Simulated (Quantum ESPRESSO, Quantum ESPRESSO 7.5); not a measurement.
## V(100), 5 layers: vacuum convergence

Which setting serves for V(100), 5 layers? The runs below step through one kind of setting.

Calculated with Quantum ESPRESSO 7.5; plane-wave DFT, PBE, SG15 norm-conserving pseudopotentials.

## 1. Starting point

The cell holds 5 atoms: 5 V. Cell: a = 3.020 Å, b = 3.020 Å, c = 30.040 Å, α = 90.0°, β = 90.0°, γ = 90.0°. It derives from V. Vacuum lies along c.

This run has no spin polarisation, although V can carry a moment. A spin-polarised state was not tried and may lie lower.

## 2. Ground state: 24 Å of vacuum

The first run is the reference of the series.

c0.in reads:

```
&control
  prefix = 'c0'
  outdir = './out'
  pseudo_dir = './pseudo'
  calculation = 'scf'
  tprnfor = .true.
/
&system
  ibrav = 0
  nat = 5
  ntyp = 1
  ecutwfc = 60
  ecutrho = 240
  occupations = 'smearing'
  smearing = 'mv'
  degauss = 0.02
/
&electrons
  conv_thr = 1e-07
  mixing_beta = 0.4
  electron_maxstep = 120
  mixing_mode = 'local-TF'
/
ATOMIC_SPECIES
  V   50.9415  V_ONCV_PBE-1.2.upf
CELL_PARAMETERS angstrom
  3.02000000000000 0.00000000000000 0.00000000000000
  0.00000000000000 3.02000000000000 0.00000000000000
  0.00000000000000 0.00000000000000 30.04000000000000
ATOMIC_POSITIONS crystal
  V   0.000000000000 0.000000000000 0.399467376831
  V   0.500000000000 0.500000000000 0.449733688415
  V   0.000000000000 0.000000000000 0.500000000000
  V   0.500000000000 0.500000000000 0.550266311585
  V   0.000000000000 0.000000000000 0.600532623169
K_POINTS automatic
  8 8 1 0 0 0
```

Command:

```
> OMP_NUM_THREADS=1 mpirun -n 4 pw.x -nk 4 -in c0.in > c0.out
```

Output:

```text
Program PWSCF v.7.5 starts
[citation notice left out]

     Parallel version (MPI & OpenMP), running on       4 processor cores
     Number of MPI processes:                 4
     Threads/MPI process:                     1

     MPI processes distributed on     1 nodes
[...]
Current dimensions of program PWSCF are:
     Max number of different atomic species (ntypx) = 10
     Max number of k-points (npk) =  40000
     Max angular momentum in pseudopotentials (lmaxx) =  4
     Message from routine setup:
     using ibrav=0 with symmetry is DISCOURAGED, use correct ibrav instead

     K-points division:     npool     =       4
     Subspace diagonalization in iterative solution of the eigenvalue problem:
     a serial algorithm will be used

     G-vector sticks info
     --------------------
     sticks:   dense  smooth     PW     G-vecs:    dense   smooth      PW
     Sum         621     621    185               115931   115931   19323

     Using Slab Decomposition

     bravais-lattice index     =            0
     lattice parameter (alat)  =       5.7070  a.u.
     unit-cell volume          =    1848.8872 (a.u.)^3
     number of atoms/cell      =            5
     number of atomic types    =            1
     number of electrons       =        65.00
     number of Kohn-Sham states=           40
     kinetic-energy cutoff     =      60.0000  Ry
     charge density cutoff     =     240.0000  Ry
     scf convergence threshold =      1.0E-07
     mixing beta               =       0.4000
     number of iterations used =            8  local-TF  mixing
     Exchange-correlation= PBE
                           (   1   4   3   4   0   0   0)

     celldm(1)=   5.706973  celldm(2)=   0.000000  celldm(3)=   0.000000
     celldm(4)=   0.000000  celldm(5)=   0.000000  celldm(6)=   0.000000

     crystal axes: (cart. coord. in units of alat)
               a(1) = (   1.000000   0.000000   0.000000 )
               a(2) = (   0.000000   1.000000   0.000000 )
               a(3) = (   0.000000   0.000000   9.947020 )

     reciprocal axes: (cart. coord. in units 2 pi/alat)
               b(1) = (  1.000000  0.000000  0.000000 )
               b(2) = (  0.000000  1.000000  0.000000 )
               b(3) = (  0.000000  0.000000  0.100533 )

     PseudoPot. # 1 for V  read from file:
     ./pseudo/V_ONCV_PBE-1.2.upf
     Pseudo is Norm-conserving, Zval = 13.0
     Generated using ONCVPSP code by D. R. Hamann
     Using radial grid of  602 points,  6 beta functions with:
                l(1) =   0
                l(2) =   0
                l(3) =   1
                l(4) =   1
                l(5) =   2
                l(6) =   2

     atomic species   valence    mass     pseudopotential
     V                13.00    50.94150     V ( 1.00)

     16 Sym. Ops., with inversion, found

   Cartesian axes

     site n.     atom                  positions (alat units)
         1        V      tau(   1) = (   0.0000000   0.0000000   3.9735099  )
         2        V      tau(   2) = (   0.5000000   0.5000000   4.4735099  )
         3        V      tau(   3) = (   0.0000000   0.0000000   4.9735099  )
         4        V      tau(   4) = (   0.5000000   0.5000000   5.4735099  )
         5        V      tau(   5) = (   0.0000000   0.0000000   5.9735099  )

     number of k points=    15  Marzari-Vanderbilt smearing, width (Ry)=  0.0200
                       cart. coord. in units 2pi/alat
        k(    1) = (   0.0000000   0.0000000   0.0000000), wk =   0.0312500
        k(    2) = (   0.0000000   0.1250000   0.0000000), wk =   0.1250000
        k(    3) = (   0.0000000   0.2500000   0.0000000), wk =   0.1250000
        k(    4) = (   0.0000000   0.3750000   0.0000000), wk =   0.1250000
        k(    5) = (   0.0000000  -0.5000000   0.0000000), wk =   0.0625000
        k(    6) = (   0.1250000   0.1250000   0.0000000), wk =   0.1250000
        k(    7) = (   0.1250000   0.2500000   0.0000000), wk =   0.2500000
        k(    8) = (   0.1250000   0.3750000   0.0000000), wk =   0.2500000
        k(    9) = (   0.1250000  -0.5000000   0.0000000), wk =   0.1250000
        k(   10) = (   0.2500000   0.2500000   0.0000000), wk =   0.1250000
[...]
k(   15) = (  -0.5000000  -0.5000000   0.0000000), wk =   0.0312500

     Dense  grid:   115931 G-vectors     FFT dimensions: (  30,  30, 288)

     Estimated max dynamical RAM per process >     181.20 MB

     Estimated total dynamical RAM >     639.88 MB

     Initial potential from superposition of free atoms

     starting charge      64.5751, renormalised to      65.0000

     negative rho (up, down):  4.644E-04 0.000E+00
     Starting wfcs are random

     total cpu time spent up to now is        2.6 secs

     per-process dynamical memory:   114.0 Mb

     Self-consistent Calculation

     iteration #  1     ecut=    60.00 Ry     beta= 0.40
     Davidson diagonalization with overlap
     ethr =  1.00E-02,  avg # of iterations = 14.5

     total cpu time spent up to now is       27.6 secs

     total energy              =    -710.80010908 Ry
     estimated scf accuracy    <       5.62714383 Ry

     iteration #  2     ecut=    60.00 Ry     beta= 0.40
[...]
total energy              =    -710.91496592 Ry
     estimated scf accuracy    <       0.53001861 Ry

     iteration #  3     ecut=    60.00 Ry     beta= 0.40
[...]
total energy              =    -710.94124841 Ry
     estimated scf accuracy    <       0.27126572 Ry

     iteration #  4     ecut=    60.00 Ry     beta= 0.40
[...]
total energy              =    -710.91258715 Ry
     estimated scf accuracy    <       0.82767662 Ry

     iteration #  5     ecut=    60.00 Ry     beta= 0.40
[...]
total energy              =    -710.83952491 Ry
     estimated scf accuracy    <       1.02279151 Ry

     iteration #  6     ecut=    60.00 Ry     beta= 0.40
[...]
total energy              =    -710.90608332 Ry
     estimated scf accuracy    <       2.76885387 Ry

     iteration #  7     ecut=    60.00 Ry     beta= 0.40
[...]
total energy              =    -710.96894056 Ry
     estimated scf accuracy    <       0.12760699 Ry

     iteration #  8     ecut=    60.00 Ry     beta= 0.40
[...]
total energy              =    -710.96894317 Ry
     estimated scf accuracy    <       0.05455756 Ry

     iteration #  9     ecut=    60.00 Ry     beta= 0.40
[...]
total energy              =    -710.97259966 Ry
     estimated scf accuracy    <       0.02238835 Ry

     iteration # 10     ecut=    60.00 Ry     beta= 0.40
[...]
total energy              =    -710.95897081 Ry
     estimated scf accuracy    <       0.06360099 Ry

     iteration # 11     ecut=    60.00 Ry     beta= 0.40
[...]
total energy              =    -710.97341830 Ry
     estimated scf accuracy    <       0.18289059 Ry

     iteration # 12     ecut=    60.00 Ry     beta= 0.40
[...]
total energy              =    -710.96992660 Ry
     estimated scf accuracy    <       0.08249788 Ry

     iteration # 13     ecut=    60.00 Ry     beta= 0.40
[...]
negative rho (up, down):  1.053E-02 0.000E+00

[...]
total energy              =    -710.96645366 Ry
     estimated scf accuracy    <       0.02334832 Ry

     iteration # 14     ecut=    60.00 Ry     beta= 0.40
[...]
negative rho (up, down):  1.287E-02 0.000E+00

[...]
total energy              =    -710.96912880 Ry
     estimated scf accuracy    <       0.07916491 Ry

[...]
iteration # 24     ecut=    60.00 Ry     beta= 0.40
[...]
negative rho (up, down):  1.885E-04 0.000E+00

[...]
total energy              =    -710.97196409 Ry
     estimated scf accuracy    <       0.00003458 Ry

     iteration # 25     ecut=    60.00 Ry     beta= 0.40
[...]
negative rho (up, down):  1.210E-04 0.000E+00

[...]
total energy              =    -710.97197139 Ry
     estimated scf accuracy    <       0.00010239 Ry

     iteration # 26     ecut=    60.00 Ry     beta= 0.40
[...]
negative rho (up, down):  4.856E-05 0.000E+00

[...]
total energy              =    -710.97197082 Ry
     estimated scf accuracy    <       0.00002708 Ry

     iteration # 27     ecut=    60.00 Ry     beta= 0.40
[...]
negative rho (up, down):  4.258E-05 0.000E+00

[...]
total energy              =    -710.97197428 Ry
     estimated scf accuracy    <       0.00000069 Ry

     iteration # 28     ecut=    60.00 Ry     beta= 0.40
[...]
negative rho (up, down):  2.548E-05 0.000E+00

[...]
total energy              =    -710.97197551 Ry
     estimated scf accuracy    <       0.00001357 Ry

     iteration # 29     ecut=    60.00 Ry     beta= 0.40
[...]
negative rho (up, down):  1.439E-05 0.000E+00

[...]
total energy              =    -710.97197478 Ry
     estimated scf accuracy    <       0.00000856 Ry

     iteration # 30     ecut=    60.00 Ry     beta= 0.40
[...]
negative rho (up, down):  8.344E-06 0.000E+00

[...]
total energy              =    -710.97197509 Ry
     estimated scf accuracy    <       0.00000042 Ry

     iteration # 31     ecut=    60.00 Ry     beta= 0.40
[...]
End of self-consistent calculation

          k = 0.0000 0.0000 0.0000 ( 14383 PWs)   bands (ev):

   -62.8678 -62.8668 -62.4540 -62.3603 -62.2380 -36.7549 -36.7500 -36.6444
   -36.6444 -36.6372 -36.6372 -36.3855 -36.2796 -36.2796 -36.2127 -36.1004
   -36.1004 -35.9625 -35.8918 -35.8918  -4.7264  -3.4394  -1.8969  -1.3477
    -1.3353  -1.0674  -0.6127   0.5978   1.3749   1.4305   1.6421   1.6421
     1.6730   1.6730   1.8334   1.9837   2.1166   2.1166   2.2584   3.0501

          k = 0.0000 0.1250 0.0000 ( 14400 PWs)   bands (ev):

   -62.8640 -62.8632 -62.4454 -62.3599 -62.2445 -36.7614 -36.7544 -36.6725
   -36.6691 -36.6356 -36.6299 -36.3780 -36.3344 -36.2682 -36.1751 -36.1242
   -36.1039 -35.9432 -35.9071 -35.9048  -4.4307  -3.1839  -1.7243  -1.2228
    -1.1496  -0.9577  -0.4929   0.5517   1.2128   1.3551   1.3747   1.4560
     1.5263   1.7656   1.8777   1.8778   2.0022   2.5895   2.6042   2.6589

          k = 0.0000 0.2500 0.0000 ( 14464 PWs)   bands (ev):

   -62.8548 -62.8544 -62.4214 -62.3589 -62.2633 -36.7793 -36.7761 -36.7336
   -36.7329 -36.6144 -36.6119 -36.3965 -36.3897 -36.2341 -36.1687 -36.1331
   -36.1131 -35.9504 -35.9247 -35.9176  -3.6078  -2.5255  -1.4317  -0.9435
    -0.9428  -0.6754   0.0617   0.7486   0.9429   0.9442   0.9878   1.2516
     1.5280   1.5593   1.6088   2.3623   2.4530   2.5057   2.6626   2.8102

          k = 0.0000 0.3750 0.0000 ( 14498 PWs)   bands (ev):

   -62.8457 -62.8456 -62.3880 -62.3580 -62.2914 -36.8182 -36.8040 -36.7825
   -36.7813 -36.5935 -36.5931 -36.4416 -36.4124 -36.1976 -36.1803 -36.1230
   -36.1106 -36.0131 -35.9254 -35.9120  -2.4809  -1.8672  -1.3627  -0.9637
    -0.8298  -0.0749   0.5678   0.6185   0.7762   0.9802   1.0196   1.2422
     1.3621   1.7006   1.7143   2.1885   2.4290   2.7048   2.7734   2.8800

          k = 0.0000-0.5000 0.0000 ( 14502 PWs)   bands (ev):

   -62.8419 -62.8419 -62.3650 -62.3576 -62.3123 -36.8308 -36.8304 -36.8066
   -36.7867 -36.5851 -36.5850 -36.4614 -36.4199 -36.2122 -36.1350 -36.1274
   -36.0965 -36.0619 -35.9302 -35.9071  -1.6788  -1.6143  -1.5052  -1.0086
    -0.8727   0.4024   0.4348   0.4935   0.8020   1.0100   1.1534   1.1573
     1.2441   1.8643   1.8760   2.0392   2.6304   2.7821   2.8649   2.9801

          k = 0.1250 0.1250 0.0000 ( 14424 PWs)   bands (ev):

   -62.8605 -62.8598 -62.4372 -62.3592 -62.2502 -36.7628 -36.7574 -36.6705
   -36.6647 -36.6615 -36.6580 -36.3792 -36.3224 -36.3076 -36.1603 -36.1241
   -36.1152 -35.9372 -35.9332 -35.8969  -4.1431  -2.9252  -1.5227  -1.0455
    -1.0182  -0.7664  -0.4508   0.4568   0.9901   1.1810   1.2013   1.4197
     1.5984   1.6437   1.7096   1.8508   2.0907   2.5411   2.6262   2.8089

[...]
the Fermi energy is     1.4113 ev

!    total energy              =    -710.97197508 Ry
     estimated scf accuracy    <          5.1E-09 Ry
     smearing contrib. (-TS)   =       0.00035028 Ry
     internal energy E=F+TS    =    -710.97232536 Ry

     The total energy is F=E-TS. E is the sum of the following terms:
     one-electron contribution =   -8934.28157833 Ry
     hartree contribution      =    4458.83569883 Ry
     xc contribution           =     -84.43755669 Ry
     ewald contribution        =    3848.91111083 Ry

     convergence has been achieved in  31 iterations

     Forces acting on atoms (cartesian axes, Ry/au):

     atom    1 type  1   force =     0.00000000    0.00000000    0.04817855
     atom    2 type  1   force =     0.00000000    0.00000000   -0.03558008
     atom    3 type  1   force =     0.00000000    0.00000000    0.00000000
     atom    4 type  1   force =     0.00000000    0.00000000    0.03558008
     atom    5 type  1   force =     0.00000000    0.00000000   -0.04817855

     Total force =     0.084701     Total SCF correction =     0.000238

[...]
=------------------------------------------------------------------------------=
   JOB DONE.
=------------------------------------------------------------------------------=
```

Wall time 5 min (4 MPI ranks of Arm Neoverse N1, shared host); peak memory 0.74 GiB; 20 min of CPU time.

Read from the output:

| Item | Value |
| --- | --- |
| free energy | -9673.2665 eV |
| Fermi energy | 1.411 eV |

The program's own clock; routines nest. Time by routine:

```tsv
routine	wall time (s)	calls
PWSCF	297.5	1
electrons	294.1	1
c_bands	227.8	31
cegterg	204.7	124
h_psi	164.4	847
fftw	145.2	33172
vloc_psi	138.2	847
mix_rho	37.46	31
sum_band	23.93	31
ffts	21.39	3167
calbec	13.22	863
add_vuspsi	12.79	847
h_psi:calbec	12.7	847
v_of_rho	4.3	32
```

The run needed 31 iterations to bring the estimated error under 1e-07 Ry; the largest force on any atom, held or free, is 1.24 eV/Å.

## 3. Potential by pp.x

plot_num = 11 writes the bare and Hartree potential. It leaves out exchange and correlation, which fade slowly, so it flattens close to the surface.

c0.pot.in reads:

```
&inputpp
  prefix = 'c0'
  outdir = './out'
  filplot = 'c0.pot.dat'
  plot_num = 11
/
```

Command:

```
> OMP_NUM_THREADS=1 mpirun -n 4 pp.x -in c0.pot.in > c0.pot.out
```

Output:

```text
[banner, memory and clock lines left out]
Program POST-PROC v.7.5 starts

          URL

     ./out/c0.save/

     IMPORTANT: XC functional enforced from input :
     Exchange-correlation= PBE
                           (   1   4   3   4   0   0   0)
     Any further DFT definition will be discarded
     Please, verify this is what you really want

     Calling punch_plot, plot_num =  11
     Writing data to file  c0.pot.dat
     Message from routine chdens:
     namelist plot not found or invalid, exiting
```

Wall time 0.89 s (4 MPI ranks); peak memory 0.08 GiB.

Numbers from this step:

```
potential in the middle of the vacuum, over the Fermi level : 3.826 eV
```

The potential energy, planar mean oscillates, so the rows of the table below give means over windows of 1.56 Å about each position, cut where the curve ends. Its maxima inside the range that stand out by 2 % of the span (Å: eV): 12.7: -5.69, 14.3: -5.66, 15.8: -5.66, 17.3: -5.69. Its minima: 12.0: -13.0, 13.6: -12.6, 15.0: -12.7, 16.5: -12.6, 18.0: -13.0.

Electrostatic potential energy of an electron; zero at the Fermi level. The potential energy, planar mean by z; means over each step:

```tsv
z (Å)	potential energy, planar mean (eV)
0.78	3.83
2.34	3.83
3.90	3.83
5.46	3.83
7.02	3.82
8.58	3.79
10.14	2.88
11.70	-7.44
13.26	-8.98
14.82	-8.98
16.38	-8.94
17.94	-8.79
19.50	1.68
21.06	3.74
22.62	3.82
24.18	3.83
25.74	3.83
27.30	3.83
28.86	3.83
```

Inside the slab this potential holds the local part of the pseudopotentials, which can be repulsive at the nuclei; only its value in the vacuum has a meaning of its own.

(Continued in part 2 of 3.)

[Logs are printed without paths, hosts, clocks, repeated set-up lines and the standing remarks that a program may print on its own settings, such as how far it seeks lower states.]

[Hosts, paths, dates, database ids (printed as entryN), source tags and the programs' standing remarks are cut or masked in the printed files.]

[Maps of the electrostatic potential energy from Ansatz leave out the sawtooth potential of an applied field or a dipole correction, so their vacuum need not be flat; planar profiles and work functions include it.]
